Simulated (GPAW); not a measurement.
## free-standing triangular Ir monolayer, spacing 2.904 A: a ladder in the k mesh

Aim: see how far moments and order energies of free-standing triangular Ir monolayer, spacing 2.904 A move with the k mesh, and what each rung costs.

Method: PBE; plane waves with GPAW's PAW setups, scalar-relativistic, in GPAW 26.7.0.

## (1) The structure

The cell holds 1 atom: 1 Ir. Its edges and angles: a = 2.904 Å, b = 2.904 Å, c = 14.000 Å, α = 90.0°, β = 90.0°, γ = 120.0°. model lattice. Vacuum lies along c.

## (2) Rung 1 (mesh 4×4×1), start ferro +

The ladder starts at a coarse mesh; cost grows with the number of points.

Contents of order1.py:

```python
import json
import numpy as np
from ase import Atoms
from ase.parallel import paropen, parprint
from gpaw import GPAW

atoms = Atoms(['Ir'],
    cell=[[2.904, 0.0, 0.0],
         [-1.452, 2.514938, 0.0],
         [0.0, 0.0, 14.0]],
    scaled_positions=[[0.0, 0.0, 0.5]],
    pbc=True,
    magmoms=[1.0])
atoms.calc = GPAW(mode={'name': 'pw', 'ecut': 550},
    xc='PBE',
    kpts={'size': (4, 4, 1), 'gamma': True},
    occupations={'name': 'fermi-dirac', 'width': 0.1},
    convergence={'density': 1e-05, 'energy': 1e-05},
    maxiter=200,
    symmetry={'tolerance': 1e-4},
    txt='order1.txt')
e = atoms.get_potential_energy(force_consistent=True)
res = {'free_energy': e, 'energy_sigma0': atoms.get_potential_energy(), 'fermi_energy': atoms.calc.get_fermi_level()}
res['moments'] = atoms.get_magnetic_moments().tolist()
res['total'] = atoms.get_magnetic_moment()
parprint('site moments (muB):', np.round(res['moments'], 3))
parprint(f"total moment: {res['total']:.3f} muB")
parprint(f'free energy: {e:.6f} eV')
atoms.calc.write('order1.gpw')
with paropen('results.json', 'w') as f:
    json.dump(res, f)
```

Command:

```sh
> OMP_NUM_THREADS=1 python3 order1.py > order1.log
```

Numbers of over 12 decimals in the logs are rounded to 6 here.

Output:

```text
site moments (muB): [1.331]
total moment: 1.443 muB
free energy: -7.003013 eV

--- order1.txt ---
Input parameters:
  mode=PW(ecut=550),
  convergence={'density': 1e-05, 'energy': 1e-05},
  kpts=MonkhorstPack(size=(4, 4, 1), gamma=True),
  maxiter=200,
  occupations=Occupations(name='fermi-dirac', width=0.1),
  symmetry=Symmetry(tolerance=0.0001),
  xc=XC(name='PBE')

Diagonalizing LCAO Hamiltonian
Converting LCAO to pw mode

       Ir

Atoms  # Å, Bohr magnetons
|   | symbol |        x |        y |        z |    initial magnetic moments |
|---|--------|----------|----------|----------|-----------------------------|
| 0 |     Ir | 0.000000 | 0.000000 | 7.000000 | ( 0.0000,  0.0000,  1.0000) |

Unit cell  # Å
| periodic |         x |        y |         z |   lengths |     angles |
|----------|-----------|----------|-----------|-----------|------------|
|      yes |  2.904000 | 0.000000 |  0.000000 |  2.904000 |  90.000000 |
|      yes | -1.452000 | 2.514938 |  0.000000 |  2.904000 |  90.000000 |
|      yes |  0.000000 | 0.000000 | 14.000000 | 14.000000 | 119.999998 |

Number of symmetries: 24

BZ-sampling:
  Number of BZ points: 16
  Number of IBZ points: 4

  Monkhorst-Pack size: [4, 4, 1]
  Monkhorst-Pack shift: [0.125, 0.125, 0.0]

Plane wave coefficients: 3041
Cutoff: 550.0 eV

Spin-components: 2 (collinear spins)
Bands:           12
Projectors:      6
Spin-degeneracy: 1
Datatype:        complex128

Parallelization:
  kpt:    1
  domain: 1
  band:   1

Density:
  Valence electrons: 15.0
  Components: 2
  Grid points: [16 16 80]
  Charge: 0.0  # |e|

Potential:
  Grid points: [16 16 80]

[... setups left out ...]
Reference energy: -484484.849336  # eV

eigensolver:
  PPCG
  Converge bands: occupied
  niter=2

density mixing:
  MSR1-Mixer
  Pratt-step length: 0.05
  Maximum mixing coefficient: 0.75
  Old densities: 10
  SVD Regularization: 0.005
  Good broyden scale: 1.0
  Trust region scale: 1.0
  Backstep threshold: 4.0
  History deletion threshold: 6.0
  Fourier metric: weight=20.0, sigma=0.015

occupation numbers:
  Fermi-Dirac:
    width: 0.1000  # eV

poisson solver:
  ecut: 4400.0  # eV

xc functional:
  name: PBE with 2 nearest neighbor stencil

convergence criteria:
- Maximum integral of absolute [dens]ity change: 1e-05 electrons / valence electron
- Maximum [total energy] change in last 3 cyles: 1e-05 eV / valence electron
- Maximum integral of absolute [eigenst]ate change: 4e-08 eV^2 / valence electron
maximum number of iterations: 200

SCF iterations
|iter     |      energy | eigst |  dens |  magmom |
|---------|-------------|-------|-------|---------|
|iter:   1|       0s |   -6.876099 | -0.08 |       |  +1.0008|
|iter:   2|       1s |   -6.885132 | -1.66 | -1.30 |  +1.0031|
|iter:   3|       1s |   -6.952967 | -1.81 | -1.32 |  +1.1005|
|iter:   4|       2s |   -6.961317 | -1.87 | -1.55 |  +1.2026|
|iter:   5|       2s |   -6.961443 | -2.61 | -1.74 |  +1.2615|
|iter:   6|       3s |   -6.970482 | -3.23 | -2.00 |  +1.3934|
|iter:   7|       3s |   -6.972143 | -4.03 | -2.49 |  +1.4415|
|iter:   8|       4s |   -6.972177 | -5.26 | -3.06 |  +1.4417|
|iter:   9|       4s |   -6.972209c| -5.72 | -3.45 |  +1.4431|
|iter:  10|       5s |   -6.972198c| -6.75 | -4.16 |  +1.4428|
|iter:  11|       5s |   -6.972195c| -7.40c| -4.73 |  +1.4427|
|iter:  12|       5s |   -6.972193c| -7.89c| -5.30c|  +1.4427|

Converged in 12 steps
Energy contributions relative to reference atoms: (reference = -484484.849336)

Energy contributions:
  Kinetic:         -16.166523
  Coulomb:          13.804509
  Zero:             -0.230951
  External:          0.000000
  Xc:               -4.348408
  Entropy:          -0.061640
  Spinorbit:         0.000000
  ----------------------------
  Free energy:      -7.003013
  Extrapolated:     -6.972193

dipole moment: (-5.233663, -9.064971, 0.000003)  # |e|*Ang

Total magnetic moment: (0.000000, 0.000000, 1.442652)

Local magnetic moments
|        x |        y |        z |
|----------|----------|----------|
| 0.000000 | 0.000000 | 1.331278 |  # Ir   0

Fermi level: -3.040
Eigenvalues  # (at kpt = [0.000, 0.000, 0.000])
| band index |      eig [eV] | occ [0-1] |      eig [eV] | occ [0-1] |
|------------|---------------|-----------|---------------|-----------|
|          0 |       -51.812 |     1.000 |       -50.929 |     1.000 |
|          1 |       -51.686 |     1.000 |       -50.929 |     1.000 |
|          2 |       -51.686 |     1.000 |       -50.750 |     1.000 |
|          3 |        -8.951 |     1.000 |        -8.700 |     1.000 |
|          4 |        -5.173 |     1.000 |        -4.336 |     1.000 |
|          5 |        -5.004 |     1.000 |        -4.336 |     1.000 |
|          6 |        -5.004 |     1.000 |        -4.015 |     1.000 |
|          7 |        -3.190 |     0.818 |        -2.085 |     0.000 |
|          8 |        -3.190 |     0.818 |        -2.085 |     0.000 |
|          9 |        -1.407 |     0.000 |        -1.114 |     0.000 |
|         10 |         2.409 |     0.000 |         2.426 |     0.000 |
|         11 |         3.429 |     0.000 |         3.405 |     0.000 |

No gap
No difference between direct/indirect transitions
```

Wall time 8.5 s (1 MPI rank of Intel Xeon Platinum 8488C (Sapphire Rapids), shared host); peak memory 0.18 GiB.

This step gave:

```
magnetization  : 1.443 μB
final state    : ferromagnetic
largest moment : 1.331 μB
```

After 12 cycles the largest moment stands at 1.33 μB.

## (3) Rung 1 (mesh 4×2×1), start antiferro q=(0,1/2,0) +-

The second start gives the energy difference between the two end states, the quantity that is followed up the ladder. Its q is in fractions of the reciprocal vectors of the first run's cell.

order2.py is the script of step 2 with these lines changed:

```diff
@@ -6,12 +6,13 @@
 
-atoms = Atoms(['Ir'],
+atoms = Atoms(['Ir', 'Ir'],
     cell=[[2.904, 0.0, 0.0],
-         [-1.452, 2.514938, 0.0],
+         [-2.904, 5.029876, 0.0],
          [0.0, 0.0, 14.0]],
-    scaled_positions=[[0.0, 0.0, 0.5]],
+    scaled_positions=[[0.0, 0.0, 0.5],
+         [0.0, 0.5, 0.5]],
     pbc=True,
-    magmoms=[1.0])
+    magmoms=[1.0, -1.0])
 atoms.calc = GPAW(mode={'name': 'pw', 'ecut': 550},
     xc='PBE',
-    kpts={'size': (4, 4, 1), 'gamma': True},
+    kpts={'size': (4, 2, 1), 'gamma': True},
     occupations={'name': 'fermi-dirac', 'width': 0.1},
@@ -20,3 +21,3 @@
     symmetry={'tolerance': 1e-4},
-    txt='order1.txt')
+    txt='order2.txt')
 e = atoms.get_potential_energy(force_consistent=True)
@@ -28,3 +29,3 @@
 parprint(f'free energy: {e:.6f} eV')
-atoms.calc.write('order1.gpw')
+atoms.calc.write('order2.gpw')
 with paropen('results.json', 'w') as f:
```

Command:

```sh
> OMP_NUM_THREADS=1 python3 order2.py > order2.log
```

Output:

```text
site moments (muB): [ 0.523 -0.523]
total moment: -0.000 muB
free energy: -13.845246 eV

--- order2.txt ---
Input parameters:
  mode=PW(ecut=550),
  convergence={'density': 1e-05, 'energy': 1e-05},
  kpts=MonkhorstPack(size=(4, 2, 1), gamma=True),
  maxiter=200,
  occupations=Occupations(name='fermi-dirac', width=0.1),
  symmetry=Symmetry(tolerance=0.0001),
  xc=XC(name='PBE')

Diagonalizing LCAO Hamiltonian
Converting LCAO to pw mode

         Ir
          Ir

Atoms  # Å, Bohr magnetons
|   | symbol |         x |        y |        z |    initial magnetic moments |
|---|--------|-----------|----------|----------|-----------------------------|
| 0 |     Ir |  0.000000 | 0.000000 | 7.000000 | ( 0.0000,  0.0000,  1.0000) |
| 1 |     Ir | -1.452000 | 2.514938 | 7.000000 | ( 0.0000,  0.0000, -1.0000) |

Number of symmetries: 4

BZ-sampling:
  Number of BZ points: 8
  Number of IBZ points: 6

  Monkhorst-Pack size: [4, 2, 1]
  Monkhorst-Pack shift: [0.125, 0.25, 0.0]

Plane wave coefficients: 6016
Cutoff: 550.0 eV

Spin-components: 2 (collinear spins)
Bands:           22
Projectors:      12
Spin-degeneracy: 1
Datatype:        complex128

Parallelization:
  kpt:    1
  domain: 1
  band:   1

Density:
  Valence electrons: 30.0
  Components: 2
  Grid points: [16 32 80]
  Charge: 0.0  # |e|

Potential:
  Grid points: [16 32 80]

[... setups left out ...]
Reference energy: -968969.698671  # eV

convergence criteria:
- Maximum integral of absolute [dens]ity change: 1e-05 electrons / valence electron
- Maximum [total energy] change in last 3 cyles: 1e-05 eV / valence electron
[...]
|iter:  15|      28s |  -13.715315c| -6.67 | -3.98 |  -0.0001|
|iter:  16|      30s |  -13.715312c| -7.34 | -4.42 |  -0.0001|
|iter:  17|      32s |  -13.715302c| -7.60c| -4.72 |  -0.0001|
|iter:  18|      33s |  -13.715299c| -7.81c| -5.05c|  -0.0001|

Converged in 18 steps
Energy contributions relative to reference atoms: (reference = -968969.698671)

Energy contributions:
  Kinetic:         -37.182944
  Coulomb:          31.521614
  Zero:             -0.434891
  External:          0.000000
  Xc:               -7.489132
  Entropy:          -0.259893
  Spinorbit:         0.000000
  ----------------------------
  Free energy:     -13.845246
  Extrapolated:    -13.715299

dipole moment: (-10.485201, -18.160904, 0.000008)  # |e|*Ang

Total magnetic moment: (0.000000, 0.000000, -0.000115)

Local magnetic moments
|        x |        y |         z |
|----------|----------|-----------|
| 0.000000 | 0.000000 |  0.522534 |  # Ir   0
| 0.000000 | 0.000000 | -0.522637 |  # Ir   1

Fermi level: -3.384
Eigenvalues  # (at kpt = [0.000, 0.000, 0.000])
| band index |      eig [eV] | occ [0-1] |      eig [eV] | occ [0-1] |
|------------|---------------|-----------|---------------|-----------|
|          0 |       -51.903 |     1.000 |       -51.903 |     1.000 |
|        ... |               |           |               |           |
|          6 |        -9.001 |     1.000 |        -9.001 |     1.000 |
|          7 |        -7.298 |     1.000 |        -7.298 |     1.000 |
|          8 |        -5.687 |     1.000 |        -5.687 |     1.000 |
|          9 |        -4.895 |     1.000 |        -4.895 |     1.000 |
[...]
|         18 |        -0.731 |     0.000 |        -0.731 |     0.000 |
|         19 |         2.455 |     0.000 |         2.455 |     0.000 |
|         20 |         2.553 |     0.000 |         2.553 |     0.000 |
|         21 |         3.448 |     0.000 |         3.448 |     0.000 |

No gap
No difference between direct/indirect transitions
```

Wall time 40 s (1 MPI rank); peak memory 0.26 GiB.

This step gave:

| Quantity | Value |
| --- | --- |
| magnetization | 0 μB |
| final state | antiferromagnetic |
| largest moment | 0.5226 μB |

This start lies +80.4 meV a seeded atom from the first; its largest moment is 0.523 μB.

## (4) Rung 2 (mesh 6×6×1), start ferro +

order1.py is the script of step 2 with these lines changed:

```diff
@@ -15,3 +15,3 @@
     xc='PBE',
-    kpts={'size': (4, 4, 1), 'gamma': True},
+    kpts={'size': (6, 6, 1), 'gamma': True},
     occupations={'name': 'fermi-dirac', 'width': 0.1},
```

Command:

```sh
> OMP_NUM_THREADS=1 python3 order1.py > order1.log
```

Output:

```text
site moments (muB): [1.101]
total moment: 1.210 muB
free energy: -6.729656 eV

--- order1.txt ---
Input parameters:
  mode=PW(ecut=550),
  convergence={'density': 1e-05, 'energy': 1e-05},
  kpts=MonkhorstPack(size=(6, 6, 1), gamma=True),
  maxiter=200,
  occupations=Occupations(name='fermi-dirac', width=0.1),
  symmetry=Symmetry(tolerance=0.0001),
  xc=XC(name='PBE')

Diagonalizing LCAO Hamiltonian
[...]
|          3 |        -9.003 |     1.000 |        -8.852 |     1.000 |
|          4 |        -5.228 |     1.000 |        -4.643 |     1.000 |
[...]
|          8 |        -3.292 |     0.715 |        -2.297 |     0.000 |
|          9 |        -1.435 |     0.000 |        -1.129 |     0.000 |
|         10 |         2.417 |     0.000 |         2.440 |     0.000 |
|         11 |         3.432 |     0.000 |         3.421 |     0.000 |

No gap
No difference between direct/indirect transitions


[key lines of the parts left out:]
Free energy:      -6.729656
Converged in 13 steps
dipole moment: (-5.245610, -9.085664, 0.000003)  # |e|*Ang
Fermi level: -3.200
```

Run time: 13 s. Hardware: 1 MPI rank; peak memory 0.18 GiB.

Numbers from this step:

```
magnetization  : 1.210 μB
final state    : ferromagnetic
largest moment : 1.101 μB
```

The largest moment moves by -0.23 μB from rung 1, at 1.6 times its CPU time.

## (5) Rung 2 (mesh 6×3×1), start antiferro q=(0,1/2,0) +-

order2.py is the script of step 3 with these lines changed:

```diff
@@ -16,3 +16,3 @@
     xc='PBE',
-    kpts={'size': (4, 2, 1), 'gamma': True},
+    kpts={'size': (6, 3, 1), 'gamma': True},
     occupations={'name': 'fermi-dirac', 'width': 0.1},
```

Command:

```sh
> OMP_NUM_THREADS=1 python3 order2.py > order2.log
```

Output:

```text
site moments (muB): [ 0.71 -0.71]
total moment: 0.000 muB
free energy: -13.343593 eV

--- order2.txt ---
Input parameters:
  mode=PW(ecut=550),
  convergence={'density': 1e-05, 'energy': 1e-05},
  kpts=MonkhorstPack(size=(6, 3, 1), gamma=True),
  maxiter=200,
  occupations=Occupations(name='fermi-dirac', width=0.1),
  symmetry=Symmetry(tolerance=0.0001),
  xc=XC(name='PBE')

Diagonalizing LCAO Hamiltonian
[...]
|          8 |        -5.707 |     1.000 |        -5.707 |     1.000 |
|          9 |        -5.030 |     1.000 |        -5.030 |     1.000 |
[...]
|         18 |        -0.766 |     0.000 |        -0.766 |     0.000 |
|         19 |         2.453 |     0.000 |         2.453 |     0.000 |
|         20 |         2.489 |     0.000 |         2.489 |     0.000 |
|         21 |         3.444 |     0.000 |         3.444 |     0.000 |

No gap
No difference between direct/indirect transitions


[key lines of the parts left out:]
Free energy:     -13.343593
Converged in 16 steps
dipole moment: (-10.496930, -18.181217, 0.000008)  # |e|*Ang
Fermi level: -3.368
```

Elapsed: 53 s, on 1 MPI rank; peak memory 0.28 GiB.

Read from the output:

```yaml
magnetization: 0 μB
final_state: antiferromagnetic
largest_moment: 0.7104 μB
```

This start lies +57.9 meV a seeded atom from the first, a change of -22.5 meV since rung 1; its largest moment is 0.710 μB.

## (6) Rung 3 (mesh 8×8×1), start ferro +

order1.py is the script of step 4 with these lines changed:

```diff
@@ -15,3 +15,3 @@
     xc='PBE',
-    kpts={'size': (6, 6, 1), 'gamma': True},
+    kpts={'size': (8, 8, 1), 'gamma': True},
     occupations={'name': 'fermi-dirac', 'width': 0.1},
```

Command:

```sh
> OMP_NUM_THREADS=1 python3 order1.py > order1.log
```

Output:

```text
site moments (muB): [1.258]
total moment: 1.426 muB
free energy: -6.695410 eV

--- order1.txt ---
Input parameters:
  mode=PW(ecut=550),
  convergence={'density': 1e-05, 'energy': 1e-05},
  kpts=MonkhorstPack(size=(8, 8, 1), gamma=True),
  maxiter=200,
  occupations=Occupations(name='fermi-dirac', width=0.1),
  symmetry=Symmetry(tolerance=0.0001),
  xc=XC(name='PBE')

Diagonalizing LCAO Hamiltonian
[...]
|          3 |        -9.081 |     1.000 |        -8.779 |     1.000 |
|          4 |        -5.144 |     1.000 |        -4.500 |     1.000 |
[...]
|          8 |        -3.293 |     0.879 |        -2.144 |     0.000 |
|          9 |        -1.468 |     0.000 |        -1.112 |     0.000 |
|         10 |         2.417 |     0.000 |         2.446 |     0.000 |
|         11 |         3.422 |     0.000 |         3.429 |     0.000 |

No gap
No difference between direct/indirect transitions


[key lines of the parts left out:]
Free energy:      -6.695410
Converged in 13 steps
dipole moment: (-5.232276, -9.062568, 0.000003)  # |e|*Ang
Fermi level: -3.094
```

It took 14 s on 1 MPI rank; peak memory 0.19 GiB.

Numbers from this step:

```yaml
magnetization: 1.426 μB
final_state: ferromagnetic
largest_moment: 1.258 μB
```

The largest moment moves by +0.16 μB from rung 2, at 1.1 times its CPU time.

## (7) Rung 3 (mesh 8×4×1), start antiferro q=(0,1/2,0) +-

order2.py is the script of step 5 with these lines changed:

```diff
@@ -16,3 +16,3 @@
     xc='PBE',
-    kpts={'size': (6, 3, 1), 'gamma': True},
+    kpts={'size': (8, 4, 1), 'gamma': True},
     occupations={'name': 'fermi-dirac', 'width': 0.1},
```

Command:

```sh
> OMP_NUM_THREADS=1 python3 order2.py > order2.log
```

Output:

```text
site moments (muB): [ 0.686 -0.686]
total moment: -0.000 muB
free energy: -13.234407 eV

--- order2.txt ---
Input parameters:
  mode=PW(ecut=550),
  convergence={'density': 1e-05, 'energy': 1e-05},
  kpts=MonkhorstPack(size=(8, 4, 1), gamma=True),
  maxiter=200,
  occupations=Occupations(name='fermi-dirac', width=0.1),
  symmetry=Symmetry(tolerance=0.0001),
  xc=XC(name='PBE')

Diagonalizing LCAO Hamiltonian
[...]
|          8 |        -5.607 |     1.000 |        -5.607 |     1.000 |
|          9 |        -4.884 |     1.000 |        -4.884 |     1.000 |
[...]
|         18 |        -0.738 |     0.000 |        -0.738 |     0.000 |
|         19 |         2.446 |     0.000 |         2.446 |     0.000 |
|         20 |         2.583 |     0.000 |         2.583 |     0.000 |
|         21 |         3.433 |     0.000 |         3.433 |     0.000 |

No gap
No difference between direct/indirect transitions


[key lines of the parts left out:]
Free energy:     -13.234407
Converged in 16 steps
dipole moment: (-10.457824, -18.113479, 0.000008)  # |e|*Ang
Fermi level: -3.277
```

Elapsed: 83 s, on 1 MPI rank; peak memory 0.33 GiB.

Numbers from this step:

- magnetization: 0 μB
- final state: antiferromagnetic
- largest moment: 0.6856 μB

This start lies +78.2 meV a seeded atom from the first, a change of +20.3 meV since rung 2; its largest moment is 0.686 μB.

## (8) Rung 4 (mesh 10×10×1), start ferro +

order1.py is the script of step 6 with these lines changed:

```diff
@@ -15,3 +15,3 @@
     xc='PBE',
-    kpts={'size': (8, 8, 1), 'gamma': True},
+    kpts={'size': (10, 10, 1), 'gamma': True},
     occupations={'name': 'fermi-dirac', 'width': 0.1},
```

Command:

```sh
> OMP_NUM_THREADS=1 python3 order1.py > order1.log
```

Output:

```text
site moments (muB): [1.349]
total moment: 1.478 muB
free energy: -6.741648 eV

--- order1.txt ---
Input parameters:
  mode=PW(ecut=550),
  convergence={'density': 1e-05, 'energy': 1e-05},
  kpts=MonkhorstPack(size=(10, 10, 1), gamma=True),
  maxiter=200,
  occupations=Occupations(name='fermi-dirac', width=0.1),
  symmetry=Symmetry(tolerance=0.0001),
  xc=XC(name='PBE')

Diagonalizing LCAO Hamiltonian
[...]
|          3 |        -9.103 |     1.000 |        -8.813 |     1.000 |
|          4 |        -5.155 |     1.000 |        -4.473 |     1.000 |
[...]
|          8 |        -3.313 |     0.916 |        -2.134 |     0.000 |
|          9 |        -1.449 |     0.000 |        -1.147 |     0.000 |
|         10 |         2.427 |     0.000 |         2.445 |     0.000 |
|         11 |         3.433 |     0.000 |         3.424 |     0.000 |

No gap
No difference between direct/indirect transitions


[key lines of the parts left out:]
Free energy:      -6.741648
Converged in 12 steps
dipole moment: (-5.231152, -9.060622, 0.000003)  # |e|*Ang
Fermi level: -3.075
```

It took 18 s on 1 MPI rank; peak memory 0.2 GiB.

Numbers from this step:

```
magnetization  : 1.478 μB
final state    : ferromagnetic
largest moment : 1.349 μB
```

The largest moment moves by +0.09 μB from rung 3, at 1.3 times its CPU time.

(Continued in part 2 of 2.)

[Logs and program files are shortened in this print: banners, set-up blocks, solver, clock and traceback lines can be left out without a mark of their own.]

[Logs are printed without paths, hosts, clocks, repeated set-up lines and the standing remarks that a program may print on its own settings, such as how far it seeks lower states.]

[Hosts, paths, dates, database ids (printed as entryN), source tags and the programs' standing remarks are cut or masked in the printed files.]

[Where a cell is said to come from a database of computed structures, the database is the Materials Project.]
